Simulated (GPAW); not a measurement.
# Near-edge structure at the Cu K edge of ZrCuSiP (P4/nmm)

What does one-electron theory with a core hole give for the Cu K edge of ZrCuSiP (P4/nmm)?

Method: X-ray absorption from dipole matrix elements to empty bands, plane-wave PAW LDA, in GPAW 26.7.0.

Report form: the programs' logs are mostly left out.

### 1. Set-up

The structure is tetragonal, space group P4/nmm (No. 129). The conventional cell has a = 3.593 Å, b = 3.593 Å, c = 9.526 Å, α = 90.00°, β = 90.00°, γ = 90.00°. Nearest to Zr lie 4 P at 2.71 Å and 4 Si at 2.82 Å. Nearest to Cu lie 4 P at 2.43 Å and 4 Cu at 2.54 Å. Nearest to P lie 4 Cu at 2.43 Å and 4 Zr at 2.71 Å. Nearest to Si lie 4 Si at 2.54 Å and 4 Zr at 2.82 Å. Farther neighbours are not listed.

Structure file:

```
Zr Cu P Si
1.0
     3.59348    0.00000    0.00000
     0.00000    3.59348    0.00000
     0.00000    0.00000    9.52638
Zr Cu P Si
2 2 2 2
Direct
  0.50000 0.00000 0.22862
  0.00000 0.50000 0.77138
  0.00000 0.00000 0.50000
  0.50000 0.50000 0.50000
  0.50000 0.00000 0.67181
  0.00000 0.50000 0.32819
  0.00000 0.00000 0.00000
  0.50000 0.50000 0.00000
```

### 2. The field without a hole

The ground state comes first: it tells whether the system has a gap, which decides how the excited electron is treated.

Input file scf.py:

```python
import numpy as np
from ase import Atoms
from ase.parallel import parprint, paropen
from gpaw import GPAW, PW, FermiDirac, Mixer, MixerDif, setup_paths
from gpaw.test import gen
setup_paths.insert(0, '.')
gen('Cu', name='nch1s', xcname='LDA', corehole=(1, 0, 0), write_xml=True)
from gpaw.mpi import world
world.barrier()

atoms = Atoms('Zr2Cu2P2Si2',
    cell=[[3.593484, 0, 0],
     [0, 3.593484, 0],
     [0, 0, 9.526377]],
    scaled_positions=[[0.5, 0, 0.228617],
     [0, 0.5, 0.771383],
     [0, 0, 0.5],
     [0.5, 0.5, 0.5],
     [0.5, 0, 0.671813],
     [0, 0.5, 0.328187],
     [0, 0, 0],
     [0.5, 0.5, 0]],
    pbc=True)
atoms.calc = calc = GPAW(legacy_gpaw=True, mode=PW(430, force_complex_dtype=True), xc='LDA', setups={2: 'nch1s'},
    kpts={'size': (7, 7, 3), 'gamma': True}, occupations=FermiDirac(0.05),
    charge=0, mixer=Mixer(0.1, 5, 50), maxiter=150,
    convergence={'density': 0.0001, 'eigenstates': 1e-6}, txt='scf.txt')
energy = atoms.get_potential_energy() + calc.get_reference_energy()
ef = calc.get_fermi_level()
out = dict(energy=energy, fermi=ef, forces=atoms.get_forces().tolist())
parprint(f'all-electron energy {energy:.4f} eV, Fermi level {ef:.4f} eV')
ev = np.array([[calc.get_eigenvalues(k, s) for k in range(len(calc.get_ibz_k_points()))] for s in range(calc.get_number_of_spins())])
out['homo'], out['lumo'], out['counts'] = ev[ev < ef].max(), ev[ev > ef].min(), sorted(set((ev < ef).sum((0, 2)).tolist()))
out['filled'] = (ev[:, 0] < ef).sum(1).tolist()
import json
with paropen('out.json', 'w') as f:
    json.dump(out, f)
```

Command:

```console
$ OMP_NUM_THREADS=1 mpirun -n 4 gpaw python scf.py
```

Run time: 23 s. Hardware: 4 MPI ranks of Intel Xeon Platinum 8488C (Sapphire Rapids), shared host; peak memory 0.23 GiB; 92 s of CPU time.

The mesh shows no gap, so the system is treated as a metal and the core electron is put at the Fermi level (neutral cell).

### 3. Spectrum without a core hole, Cu atom 3

Without a hole the spectrum is the empty density of states of the right symmetry on the absorber, weighted by matrix elements. It needs only the small cell and serves as the baseline. The data set with a hole of occupation 0 only carries the core orbital.

The absorber has 4 P at 2.43 Å and 4 Cu at 2.54 Å (8-fold, site symmetry -4m2).

Input file xas.py:

```python
import numpy as np
from ase import Atoms
from ase.parallel import parprint, paropen
from gpaw import GPAW, PW, FermiDirac, Mixer, MixerDif, setup_paths
from gpaw.test import gen
setup_paths.insert(0, '.')
gen('Cu', name='nch1s', xcname='LDA', corehole=(1, 0, 0), write_xml=True)
from gpaw.mpi import world
world.barrier()

atoms = Atoms('Zr2Cu2P2Si2',
    cell=[[3.593484, 0, 0],
     [0, 3.593484, 0],
     [0, 0, 9.526377]],
    scaled_positions=[[0.5, 0, 0.228617],
     [0, 0.5, 0.771383],
     [0, 0, 0.5],
     [0.5, 0.5, 0.5],
     [0.5, 0, 0.671813],
     [0, 0.5, 0.328187],
     [0, 0, 0],
     [0.5, 0.5, 0]],
    pbc=True)
atoms.calc = calc = GPAW(legacy_gpaw=True, mode=PW(430, force_complex_dtype=True), xc='LDA', setups={2: 'nch1s'},
    kpts={'size': (9, 9, 4), 'gamma': True}, occupations=FermiDirac(0.1),
    charge=0, mixer=Mixer(0.1, 5, 50), maxiter=150,
    convergence={'density': 0.0001, 'eigenstates': 1e-6}, txt='scf.txt')
energy = atoms.get_potential_energy() + calc.get_reference_energy()
ef = calc.get_fermi_level()
out = dict(energy=energy, fermi=ef, forces=atoms.get_forces().tolist())
parprint(f'all-electron energy {energy:.4f} eV, Fermi level {ef:.4f} eV')
ev = np.array([[calc.get_eigenvalues(k, s) for k in range(len(calc.get_ibz_k_points()))] for s in range(calc.get_number_of_spins())])
out['homo'], out['lumo'], out['counts'] = ev[ev < ef].max(), ev[ev > ef].min(), sorted(set((ev < ef).sum((0, 2)).tolist()))
out['filled'] = (ev[:, 0] < ef).sum(1).tolist()

from ase.units import Ha
from gpaw.xas import dipole_matrix_elements
nb = int(calc.get_number_of_electrons() / 2) + 86
top, nb = nb, nb + 8 + nb // 12
nscf = calc.fixed_density(kpts={'size': (7, 7, 3), 'gamma': True}, nbands=nb,
    convergence={'bands': top, 'eigenstates': 5e-3}, maxiter=60, txt='nscf.txt')
cell = atoms.cell.array
ops = [cell.T @ U.T @ np.linalg.inv(cell.T) for U in nscf.wfs.kd.symmetry.op_scc]
E = np.arange(-25, 34, 0.1)
fwhm = np.interp(E, [4, 25], [1.55, 3.5])
Y, X, zero, highest = 0, 0, 1e9, 1e9
for spin in range(nscf.get_number_of_spins()):
    wfs = nscf.wfs
    mine = wfs.bd.get_slice()  # this rank's bands
    A = dipole_matrix_elements(wfs.setups[2])
    eps = np.zeros((wfs.kd.nibzkpts, nb))
    d = np.zeros((3, A.shape[1], wfs.kd.nibzkpts, nb), complex)
    for kpt in wfs.kpt_u:
        if kpt.s == spin and 2 in kpt.P_ani:
            eps[kpt.k, mine] = kpt.eps_n * Ha
            d[:, :, kpt.k, mine] = (kpt.weight * wfs.nspins / 2) ** 0.5 * np.inner(A, kpt.P_ani[2])
    world.sum(eps)
    world.sum(d)
    T = np.einsum('amkn,bmkn->abkn', d, d.conj()).real
    T = sum(np.einsum('ai,ijkn,bj->abkn', R, T, R) for R in ops) / len(ops)
    empty = eps > ef
    zero, highest = min(zero, eps[empty].min()), min(highest, eps[:, top - 1].min())
    lines = [(eps, T, empty)] if spin == 0 else lines + [(eps, T, empty)]
for eps, T, empty in lines:
    f = np.einsum('aakn->akn', T).reshape(3, -1)
    x = eps.ravel() - zero
    w = np.interp(x, E, fwhm) / 2.35482
    g = np.exp(-0.5 * ((E[:, None] - x) / w) ** 2) / (w * (2 * np.pi) ** 0.5)
    Y = Y + (f * empty.ravel()) @ g.T
    X = X + (f * ~empty.ravel()) @ g.T
out.update(E=E.round(2).tolist(), xas=Y.tolist(), xes=X.tolist(), zero=zero, valid=highest - zero, nk=len(eps), nb=nb)
for i in range(0, len(E), 10):
    parprint(f'{E[i]:7.2f}', *(f'{v:10.3e}' for v in Y[:, i]))
import json
with paropen('out.json', 'w') as f:
    json.dump(out, f)
```

Command:

```console
$ OMP_NUM_THREADS=1 mpirun -n 4 gpaw python xas.py
```

Elapsed: 58 s, on 4 MPI ranks; peak memory 0.33 GiB.

The Cu K spectrum, Cu atom 3, no core hole (energy from the lowest empty level; intensity scaled to a mean of 1 over the first 20 eV; polarised curves are means over the symmetry-equivalent atoms):

```
E (eV)  isotropic  ε ⊥ c  ε ∥ c
 -2.00       0.00   0.00   0.00
 -1.25       0.01   0.00   0.01
 -0.50       0.05   0.04   0.07
  0.25       0.16   0.14   0.20
  1.00       0.26   0.26   0.25
  1.75       0.35   0.37   0.31
  2.50       0.39   0.39   0.40
  3.25       0.40   0.42   0.38
  4.00       0.55   0.62   0.40
  4.75       0.69   0.79   0.50
  5.50       0.88   0.99   0.68
  6.25       1.14   1.14   1.13
  7.00       1.35   1.20   1.65
  7.75       1.38   1.18   1.76
  8.50       1.25   1.12   1.51
  9.25       1.14   1.10   1.23
 10.00       1.08   1.05   1.15
 10.75       1.04   0.95   1.22
 11.50       1.05   0.92   1.30
 12.25       1.08   0.99   1.26
 13.00       1.10   1.09   1.11
 13.75       1.10   1.18   0.94
 14.50       1.15   1.30   0.84
 15.25       1.23   1.43   0.83
 16.00       1.29   1.48   0.92
 16.75       1.31   1.43   1.08
 17.50       1.31   1.35   1.24
 18.25       1.34   1.33   1.35
 19.00       1.40   1.39   1.42
 19.75       1.45   1.47   1.43
 20.50       1.43   1.46   1.38
 21.25       1.35   1.36   1.31
 22.00       1.24   1.23   1.27
 22.75       1.18   1.14   1.26
 23.50       1.17   1.10   1.30
 24.25       1.20   1.12   1.38
 25.00       1.28   1.17   1.50
 25.75       1.38   1.24   1.64
 26.50       1.47   1.32   1.77
 27.25       1.54   1.41   1.80
 28.00       1.56   1.48   1.70
 28.75       1.50   1.50   1.50
 29.50       1.37   1.43   1.26
 30.25       1.21   1.29   1.05
 31.00       1.05   1.11   0.91
```

Main maxima below 30 eV (height): 7.4 eV (1.39), 20.0 eV (1.46) and 27.8 eV (1.56). A K edge sees empty p states on the absorber.

The same matrix elements for filled bands give the Cu K emission of Cu atom 3 (ground-state approximation; energy from the lowest empty level, largest value 1):

```
E (eV)  emission
-24.00      0.00
-23.25      0.00
-22.50      0.00
-21.75      0.00
-21.00      0.00
-20.25      0.00
-19.50      0.00
-18.75      0.00
-18.00      0.00
-17.25      0.00
-16.50      0.00
-15.75      0.00
-15.00      0.00
-14.25      0.00
-13.50      0.01
-12.75      0.05
-12.00      0.20
-11.25      0.31
-10.50      0.18
 -9.75      0.04
 -9.00      0.01
 -8.25      0.01
 -7.50      0.07
 -6.75      0.24
 -6.00      0.46
 -5.25      0.76
 -4.50      0.99
 -3.75      0.90
 -3.00      0.73
 -2.25      0.62
 -1.50      0.51
 -0.75      0.34
  0.00      0.14
  0.75      0.03
  1.50      0.00
  2.25      0.00
  3.00      0.00
```

Emission maxima: -11.2 eV (0.32) and -4.4 eV (1.00).

### 4. Supercell without a hole, the energy reference

The photon energy needs a difference of total energies, so the cell and mesh of the coming hole run are first run without a hole.

Changes to scf.py since step 2:

```diff
@@ -10,17 +10,25 @@
 
-atoms = Atoms('Zr2Cu2P2Si2',
-    cell=[[3.593484, 0, 0],
-     [0, 3.593484, 0],
-     [0, 0, 9.526377]],
-    scaled_positions=[[0.5, 0, 0.228617],
-     [0, 0.5, 0.771383],
-     [0, 0, 0.5],
-     [0.5, 0.5, 0.5],
-     [0.5, 0, 0.671813],
-     [0, 0.5, 0.328187],
+atoms = Atoms('Zr4Cu4P4Si4',
+    cell=[[-3.593484, 3.593484, 0],
+     [-3.593484, -3.593484, 0],
+     [3.593484, 0, 9.526377]],
+    scaled_positions=[[0.8643085, 0.8643085, 0.228617],
+     [0.3643085, 0.3643085, 0.228617],
+     [0.6356915, 0.1356915, 0.771383],
+     [0.1356915, 0.6356915, 0.771383],
+     [0.25, 0.25, 0.5],
+     [0.75, 0.75, 0.5],
+     [0.25, 0.75, 0.5],
+     [0.75, 0.25, 0.5],
+     [0.0859065, 0.0859065, 0.671813],
+     [0.5859065, 0.5859065, 0.671813],
+     [0.4140935, 0.9140935, 0.328187],
+     [0.9140935, 0.4140935, 0.328187],
      [0, 0, 0],
-     [0.5, 0.5, 0]],
+     [0.5, 0.5, 0],
+     [0, 0.5, 0],
+     [0.5, 0, 0]],
     pbc=True)
-atoms.calc = calc = GPAW(legacy_gpaw=True, mode=PW(430, force_complex_dtype=True), xc='LDA', setups={2: 'nch1s'},
-    kpts={'size': (7, 7, 3), 'gamma': True}, occupations=FermiDirac(0.05),
+atoms.calc = calc = GPAW(legacy_gpaw=True, mode=PW(430, force_complex_dtype=True), xc='LDA', setups={4: 'nch1s'},
+    kpts={'size': (5, 5, 5), 'gamma': True}, occupations=FermiDirac(0.1),
     charge=0, mixer=Mixer(0.1, 5, 50), maxiter=150,
```

Command:

```console
$ OMP_NUM_THREADS=1 mpirun -n 4 gpaw python scf.py
```

Run time: 3.6 min. Hardware: 4 MPI ranks; peak memory 0.52 GiB; 14 min of CPU time.

Reference energy: -639587.711 eV with the cores included.

### 5. Spectrum with XCH, Cu atom 3

The holes are 5.1 Å apart. In GPAW the data set carries the hole's charge, so charge=0 means a charged cell and charge=-1 a neutral one. The excited electron is kept in the cell, where it fills the lowest empty states and screens the hole. After the field has converged, empty bands are computed with the density fixed and the dipole matrix elements are summed.

Input file xas.py:

```python
import numpy as np
from ase import Atoms
from ase.parallel import parprint, paropen
from gpaw import GPAW, PW, FermiDirac, Mixer, MixerDif, setup_paths
from gpaw.test import gen
setup_paths.insert(0, '.')
gen('Cu', name='fch1s', xcname='LDA', corehole=(1, 0, 1), write_xml=True)
from gpaw.mpi import world
world.barrier()

atoms = Atoms('Zr4Cu4P4Si4',
    cell=[[-3.593484, 3.593484, 0],
     [-3.593484, -3.593484, 0],
     [3.593484, 0, 9.526377]],
    scaled_positions=[[0.8643085, 0.8643085, 0.228617],
     [0.3643085, 0.3643085, 0.228617],
     [0.6356915, 0.1356915, 0.771383],
     [0.1356915, 0.6356915, 0.771383],
     [0.25, 0.25, 0.5],
     [0.75, 0.75, 0.5],
     [0.25, 0.75, 0.5],
     [0.75, 0.25, 0.5],
     [0.0859065, 0.0859065, 0.671813],
     [0.5859065, 0.5859065, 0.671813],
     [0.4140935, 0.9140935, 0.328187],
     [0.9140935, 0.4140935, 0.328187],
     [0, 0, 0],
     [0.5, 0.5, 0],
     [0, 0.5, 0],
     [0.5, 0, 0]],
    pbc=True)
atoms.calc = calc = GPAW(legacy_gpaw=True, mode=PW(430, force_complex_dtype=True), xc='LDA', setups={4: 'fch1s'},
    kpts={'size': (5, 5, 5), 'gamma': True}, occupations=FermiDirac(0.1),
    charge=-1, mixer=Mixer(0.1, 5, 50), maxiter=150,
    convergence={'density': 0.0001, 'eigenstates': 1e-6}, txt='scf.txt')
energy = atoms.get_potential_energy() + calc.get_reference_energy()
ef = calc.get_fermi_level()
out = dict(energy=energy, fermi=ef, forces=atoms.get_forces().tolist())
parprint(f'all-electron energy {energy:.4f} eV, Fermi level {ef:.4f} eV')
ev = np.array([[calc.get_eigenvalues(k, s) for k in range(len(calc.get_ibz_k_points()))] for s in range(calc.get_number_of_spins())])
out['homo'], out['lumo'], out['counts'] = ev[ev < ef].max(), ev[ev > ef].min(), sorted(set((ev < ef).sum((0, 2)).tolist()))
out['filled'] = (ev[:, 0] < ef).sum(1).tolist()

from ase.units import Ha
from gpaw.xas import dipole_matrix_elements
nb = int(calc.get_number_of_electrons() / 2) + 169
top, nb = nb, nb + 8 + nb // 12
nscf = calc.fixed_density(kpts={'size': (5, 5, 5), 'gamma': True}, nbands=nb,
    convergence={'bands': top, 'eigenstates': 5e-3}, maxiter=60, txt='nscf.txt')
cell = atoms.cell.array
ops = [cell.T @ U.T @ np.linalg.inv(cell.T) for U in nscf.wfs.kd.symmetry.op_scc]
E = np.arange(-6, 34, 0.1)
fwhm = np.interp(E, [4, 25], [1.55, 3.5])
Y, X, zero, highest = 0, 0, 1e9, 1e9
for spin in range(nscf.get_number_of_spins()):
    wfs = nscf.wfs
    mine = wfs.bd.get_slice()  # this rank's bands
    A = dipole_matrix_elements(wfs.setups[4])
    eps = np.zeros((wfs.kd.nibzkpts, nb))
    d = np.zeros((3, A.shape[1], wfs.kd.nibzkpts, nb), complex)
    for kpt in wfs.kpt_u:
        if kpt.s == spin and 4 in kpt.P_ani:
            eps[kpt.k, mine] = kpt.eps_n * Ha
            d[:, :, kpt.k, mine] = (kpt.weight * wfs.nspins / 2) ** 0.5 * np.inner(A, kpt.P_ani[4])
    world.sum(eps)
    world.sum(d)
    T = np.einsum('amkn,bmkn->abkn', d, d.conj()).real
    T = sum(np.einsum('ai,ijkn,bj->abkn', R, T, R) for R in ops) / len(ops)
    empty = eps > ef
    zero, highest = min(zero, eps[empty].min()), min(highest, eps[:, top - 1].min())
    lines = [(eps, T, empty)] if spin == 0 else lines + [(eps, T, empty)]
for eps, T, empty in lines:
    f = np.einsum('aakn->akn', T).reshape(3, -1)
    x = eps.ravel() - zero
    w = np.interp(x, E, fwhm) / 2.35482
    g = np.exp(-0.5 * ((E[:, None] - x) / w) ** 2) / (w * (2 * np.pi) ** 0.5)
    Y = Y + (f * empty.ravel()) @ g.T
    X = X + (f * ~empty.ravel()) @ g.T
out.update(E=E.round(2).tolist(), xas=Y.tolist(), xes=X.tolist(), zero=zero, valid=highest - zero, nk=len(eps), nb=nb)
for i in range(0, len(E), 10):
    parprint(f'{E[i]:7.2f}', *(f'{v:10.3e}' for v in Y[:, i]))
import json
with paropen('out.json', 'w') as f:
    json.dump(out, f)
```

Command:

```console
$ OMP_NUM_THREADS=1 mpirun -n 4 gpaw python xas.py
```

The job ended after 9.5 min (4 MPI ranks; peak memory 0.83 GiB; 38 min of CPU time).

The Cu K spectrum, Cu atom 3, excited-electron core hole (neutral cell) (energy from the lowest empty level; intensity scaled to a mean of 1 over the first 20 eV; polarised curves are means over the symmetry-equivalent atoms):

```
E (eV)  isotropic  ε ⊥ c  ε ∥ c
  -2.0       0.00   0.00   0.00
  -1.5       0.00   0.00   0.01
  -1.0       0.02   0.01   0.04
  -0.5       0.07   0.05   0.10
   0.0       0.15   0.13   0.18
   0.5       0.23   0.24   0.22
   1.0       0.33   0.36   0.26
   1.5       0.42   0.45   0.36
   2.0       0.45   0.45   0.43
   2.5       0.43   0.43   0.44
   3.0       0.49   0.51   0.44
   3.5       0.63   0.70   0.49
   4.0       0.77   0.87   0.57
   4.5       0.87   0.96   0.67
   5.0       0.98   1.05   0.85
   5.5       1.18   1.18   1.18
   6.0       1.39   1.29   1.58
   6.5       1.46   1.27   1.82
   7.0       1.38   1.17   1.81
   7.5       1.26   1.08   1.62
   8.0       1.16   1.04   1.40
   8.5       1.10   1.04   1.23
   9.0       1.05   1.03   1.10
   9.5       1.02   1.00   1.05
  10.0       0.99   0.95   1.07
  10.5       0.98   0.90   1.15
  11.0       1.00   0.90   1.19
  11.5       1.00   0.93   1.15
  12.0       1.01   0.99   1.04
  12.5       1.01   1.06   0.92
  13.0       1.04   1.14   0.83
  13.5       1.08   1.22   0.78
  14.0       1.11   1.29   0.76
  14.5       1.15   1.34   0.76
  15.0       1.17   1.36   0.80
  15.5       1.18   1.34   0.87
  16.0       1.19   1.29   0.97
  16.5       1.18   1.23   1.09
  17.0       1.19   1.19   1.20
  17.5       1.21   1.18   1.28
  18.0       1.24   1.20   1.33
  18.5       1.27   1.24   1.34
  19.0       1.28   1.27   1.31
  19.5       1.27   1.27   1.27
  20.0       1.24   1.25   1.22
  20.5       1.19   1.20   1.18
  21.0       1.14   1.13   1.16
  21.5       1.09   1.06   1.15
  22.0       1.06   1.00   1.16
  22.5       1.04   0.97   1.17
  23.0       1.04   0.96   1.19
  23.5       1.06   0.97   1.23
  24.0       1.09   1.00   1.28
  24.5       1.14   1.04   1.35
  25.0       1.20   1.09   1.41
  25.5       1.25   1.14   1.46
  26.0       1.28   1.18   1.49
  26.5       1.30   1.21   1.48
  27.0       1.30   1.24   1.43
  27.5       1.27   1.24   1.33
  28.0       1.22   1.23   1.21
  28.5       1.16   1.20   1.08
  29.0       1.08   1.14   0.96
  29.5       1.00   1.07   0.85
  30.0       0.92   0.99   0.77
  30.5       0.84   0.91   0.71
  31.0       0.78   0.83   0.67
```

Main maxima below 30 eV (height): 6.4 eV (1.46), 19.0 eV (1.28) and 26.6 eV (1.30). 

The total-energy difference is 8992.33 eV. One term is added: -29.79 eV, since the hole is spin-paired here and a spin-polarised one costs that much less in the free atom (computed apart). The photon energy is then 8962.53 eV. The tabulated edge of the element is 8979 eV. The functional leaves an error in such absolute values: in the free atom LDA prices this hole 18.3 eV below PBE (computed apart), and PBE is itself good to a few eV.

[end of part 1 of 2]

[Logs are printed without paths, hosts, clocks, repeated set-up lines and the standing remarks that a program may print on its own settings, such as how far it seeks lower states.]

[Hosts, paths, dates, database ids (printed as entryN), source tags and the programs' standing remarks are cut or masked in the printed files.]

[Lists of maxima count a maximum above −3 eV only where it reaches 4 % of the highest in the window and stands out from its surroundings by 2 % of it (1.5 % where it reaches 55 %); shoulders and weaker maxima are passed over, and of the rest the first, up to two pre-edge ones and the few strongest are named.]
